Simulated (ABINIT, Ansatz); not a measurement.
# A GW chain in ABINIT: MgZrF6 (Fm-3m), part 3 of 3

How does a plane-wave GW calculation on MgZrF6 (Fm-3m) run from the first input to the gap?

ABINIT 10.8.3; LDA and many-body steps on it, plane waves. Known limits of the many-body steps: not at the basis limit; no spin-orbit coupling; coarse k mesh.

So far. Step 4 (Empty states on the mesh, 2×2×2 mesh, 260 bands): On this mesh the gap is 6.824 eV. Step 5 (Screening, 2×2×2 mesh, 238 bands, screening to 176.9 eV): Local fields lower ε∞ by 10 %. On a Γ-centred mesh this coarse the value itself is usually too large, while a short band sum pulls it down.

## Step 6: Self-energy, 2×2×2 mesh, 238 bands, screening to 176.9 eV

The self-energy is evaluated for the states that the input lists, and the levels follow from it, in one-shot runs by the linearised quasiparticle equation.

This step: G0W0 on LDA, plane waves, norm-conserving pseudopotentials.

run.abi reads:

```
acell 3*1.0 Angstrom
rprim 
  0.000000000000 3.988016550000 3.988016550000
  3.988016550000 0.000000000000 3.988016550000
  3.988016550000 3.988016550000 -0.000000000000
ntypat 3
znucl 12 40 9
natom 8
typat 1 2 3 3 3 3 3 3
xred 
  0.500000000000 0.500000000000 0.500000000000
  0.000000000000 0.000000000000 0.000000000000
  0.747623080000 0.252376920000 0.252376920000
  0.252376920000 0.747623080000 0.747623080000
  0.252376920000 0.747623080000 0.252376920000
  0.747623080000 0.252376920000 0.747623080000
  0.252376920000 0.252376920000 0.747623080000
  0.747623080000 0.747623080000 0.252376920000
pp_dirpath "pseudos"
pseudos "Mg.upf, Zr.upf, F.upf"
ecut 38
ngkpt 2 2 2
nshiftk 1
shiftk 0 0 0
kptopt 1
chksymbreak 0
istwfk *1
occopt 1
irdwfk 1
optdriver 4
nband 238
gwcalctyp 0
ecutsigx 38
symsigma 1
nkptgw 1
kptgw 
  0.0000000000 0.0000000000 0.0000000000
bdgw 
  30 35
ecuteps 6.5
irdscr 1
ppmodel 1
indata_prefix "in"
outdata_prefix "out"
tmpdata_prefix "tmp"
```

Started as:

```bash
OMP_NUM_THREADS=1 mpirun -n 4 abinit run.abi > log
```

Numbers of over 12 decimals in the logs are rounded to 6 here.

The program printed:

```text
.Version 10.8.3 of ABINIT. v10.8.2 released Aug 2026.

 Symmetries : space group Fm -3 m (#225); Bravais cF (face-center cubic)
[... echo of the input left out ...]
== DATASET  1 ==================================================================
-   mpi_nproc: 4, omp_nthreads: 1 (-1 if OMP is not activated)

--- !DatasetInfo
iteration_state: {dtset: 1, }
dimensions: {natom: 8, nkpt: 3, mband: 238, nsppol: 1, nspinor: 1, nspden: 1, mpw: 9608, }
cutoff_energies: {ecut:  38.0, pawecutdg:  -1.0, }
electrons: {nelect:   6.40000000E+01, charge:   0.00000000E+00, occopt:   1.00000000E+00, tsmear:   1.00000000E-02, }

 SIGMA: Calculation of the GW corrections

 Based on a program developped by R.W. Godby, V. Olevano, G. Onida, and L. Reining.
 Incorporated in ABINIT by V. Olevano, G.-M. Rignanese, and M. Torrent.
.Using double precision arithmetic ; gwpc =  8

[... cell and pseudopotentials left out ...]
--------------------------------------------------------------------------------

 ==== K-mesh for the wavefunctions ====
 Number of points in the irreducible wedge :     3
[... list of points left out ...]
 Together with 48 symmetry operations and time-reversal symmetry
 yields     8 points in the full Brillouin Zone.

 ==== Q-mesh for screening function ====
 Number of points in the irreducible wedge :     3
[... list of points left out ...]
 Together with 48 symmetry operations and time-reversal symmetry
 yields     8 points in the full Brillouin Zone.

 vcoul_init : cutoff-mode = AUXILIARY_FUNCTION
 q-points for optical limit:   1
     1)      0.000010    0.000020    0.000030
 setmesh: FFT mesh size selected  =    60x   60x   60
          total number of points  =       216000

 Number of electrons calculated from density =   64.0000; Expected =   64.0000
 average of density, n =  0.074762
 r_s =    1.4726
 omega_plasma =   26.3753 [eV]

 === KS Band Gaps ===
  >>>> For spin  1
   Minimum direct gap =   6.8236 [eV], located at k-point      :   0.0000  0.0000  0.0000
   Fundamental gap    =   6.8236 [eV], Top of valence bands at :   0.0000  0.0000  0.0000
                                       Bottom of conduction at :   0.0000  0.0000  0.0000
 SIGMA fundamental parameters:
 PLASMON POLE MODEL  1
 number of plane-waves for SigmaX                 9577
 number of plane-waves for SigmaC and W            645
 number of plane-waves for wavefunctions          9577
 number of bands                                   238
 number of independent spin polarizations            1
 number of spinorial components                      1
 number of k-points in IBZ                           3
 number of q-points in IBZ                           3
 number of symmetry operations                      48
 number of k-points in BZ                            8
 number of q-points in BZ                            8
 number of frequencies for dSigma/dE                 9
 frequency step for dSigma/dE [eV]                0.25
 number of omega for Sigma on real axis              0
 max omega for Sigma on real axis  [eV]           0.00
 zcut for avoiding poles [eV]                     0.10

 EPSILON^-1 parameters (SCR file):
 dimension of the eps^-1 matrix on file            645
 dimension of the eps^-1 matrix used               645
 number of plane-waves for wavefunctions          9577
 number of bands                                   238
 number of q-points in IBZ                           3
 number of frequencies                               2
 number of real frequencies                          1
 number of imag frequencies                          1

 matrix elements of self-energy operator (all in [eV])

 Perturbative Calculation

--- !SelfEnergy_ee
iteration_state: {dtset: 1, }
kpoint     : [   0.000,    0.000,    0.000, ]
spin       : 1
KS_gap     :    6.824
QP_gap     :   11.590
Delta_QP_KS:    4.767
data: !SigmaeeData |
     Band     E0 <VxcDFT>   SigX SigC(E0)      Z dSigC/dE  Sig(E)    E-E0       E
       30  -2.402 -22.743 -30.118   5.091   0.809  -0.235 -24.592  -1.849  -4.251
       31  -2.402 -22.743 -30.118   5.091   0.809  -0.235 -24.592  -1.849  -4.251
       32  -2.402 -22.743 -30.118   5.091   0.809  -0.235 -24.592  -1.849  -4.251
       33   4.421 -16.374  -9.744  -3.251   0.863  -0.158 -13.457   2.918   7.339
       34   4.421 -16.374  -9.744  -3.251   0.863  -0.158 -13.457   2.918   7.339
       35   4.421 -16.374  -9.744  -3.251   0.863  -0.158 -13.457   2.918   7.339

== END DATASET(S) ==============================================================
================================================================================

 -outvars: echo values of variables after computation  --------
           etotal      0.0000000000E+00
            nband         238
             nkpt           3
          spgroup         225
 [... the other variables as echoed above ...]

 Calculation completed.
```

The job ended after 26 s (4 MPI ranks of Arm Neoverse V1, shared host; peak memory 2 GiB; 1.7 min of CPU time).

This step gave:

```
G0W0 gap on the points computed              : 11.59 eV
starting gap on the mesh                     : 6.824 eV
k of the valence top                         : 0, 0, 0
k of the conduction bottom                   : 0, 0, 0
Z at the valence top                         : 0.809
Z at the conduction bottom                   : 0.863
least direct G0W0 gap on the computed points : 11.59 eV
```

The gap on the mesh goes from 6.82 eV to 11.59 eV, a correction of +4.77 eV.

Limits: finite bands, cutoff and mesh; no spin-orbit coupling; coarse k mesh. v1 is the top filled band, c1 the lowest empty one. Levels before and after the correction, in eV, zero at the valence-band top of each column:

```
           conduction bottom  valence top
Kohn-Sham               6.82         0.00
     G0W0              11.59         0.00
```

```
             level  energy (eV)
Kohn-Sham  Γ v3-v1        0.000
Kohn-Sham  Γ c1-c3        6.824
     G0W0  Γ v3-v1        0.000
     G0W0  Γ c1-c3       11.590
```

## Step 7: Where the time went

Times are wall times on 4 MPI ranks of Arm Neoverse V1, shared host, good to a factor of about two.

```
                          step     time  share  memory (GiB)
                  ground state     44 s   12 %          0.49
bands along the symmetry lines     68 s   19 %          0.49
      empty states on the mesh  2.3 min   38 %          0.48
                     screening     83 s   23 %           2.3
                   self-energy     26 s    7 %           2.0
```

## Step 8: Results

```
LDA gap              : 6.82 eV, direct
G0W0 gap on the mesh : 11.59 eV
GW settings          : 2×2×2 mesh, 238 bands, screening to 176.9 eV, Godby-Needs plasmon pole
known limits         : not at the basis limit; no spin-orbit coupling; coarse k mesh
```

What this shows: G0W0 moves the gap on the mesh from 6.82 eV to 11.59 eV (+4.77 eV), with Z of 0.81 and 0.86 at the edges. Local fields lower the RPA ε∞ on this mesh from 2.23 to 2.01; a Γ-centred mesh this coarse tends to raise both, most where the direct gap is narrow, while a short band sum lowers them. Only 1 of the mesh's irreducible points was corrected, so a valley elsewhere could overtake. The dearest step here is «empty states on the mesh». Bands and cutoff are finite, so the gap is not at the basis limit. The miss can reach some tenths of an eV and take either sign; the mesh is an error of its own. In the G0W0 run levels were corrected at 1 k point alone, so a gap called «on the mesh» is the least over those, and an edge elsewhere would be missed. The 2×2×2 mesh is coarse for this cell, which bears on the long-range parts of exchange and screening. The many-body steps are scalar-relativistic: spin-orbit coupling is not in them.

[Paths, hosts, dates, memory and timing lines, banners, echoed tables and standing remarks are left out of the program output.]

[Logs are printed without paths, hosts, clocks, repeated set-up lines and the standing remarks that a program may print on its own settings, such as how far it seeks lower states.]

[Runs of the session that timed out or met a known fault of the program may be left out.]

[Hosts, paths, dates, database ids (printed as entryN), source tags and the programs' standing remarks are cut or masked in the printed files.]

[G0W0 gaps are taken among the corrected bands and points alone; a level outside them can change the order at an edge.]

[Where Ansatz stands beside ABINIT at settings called matched, ABINIT's density can come from a denser mesh and the files from another edition; pairs whose starting gaps differed by over 0.03 eV were left out, so agreement reads better than it is.]
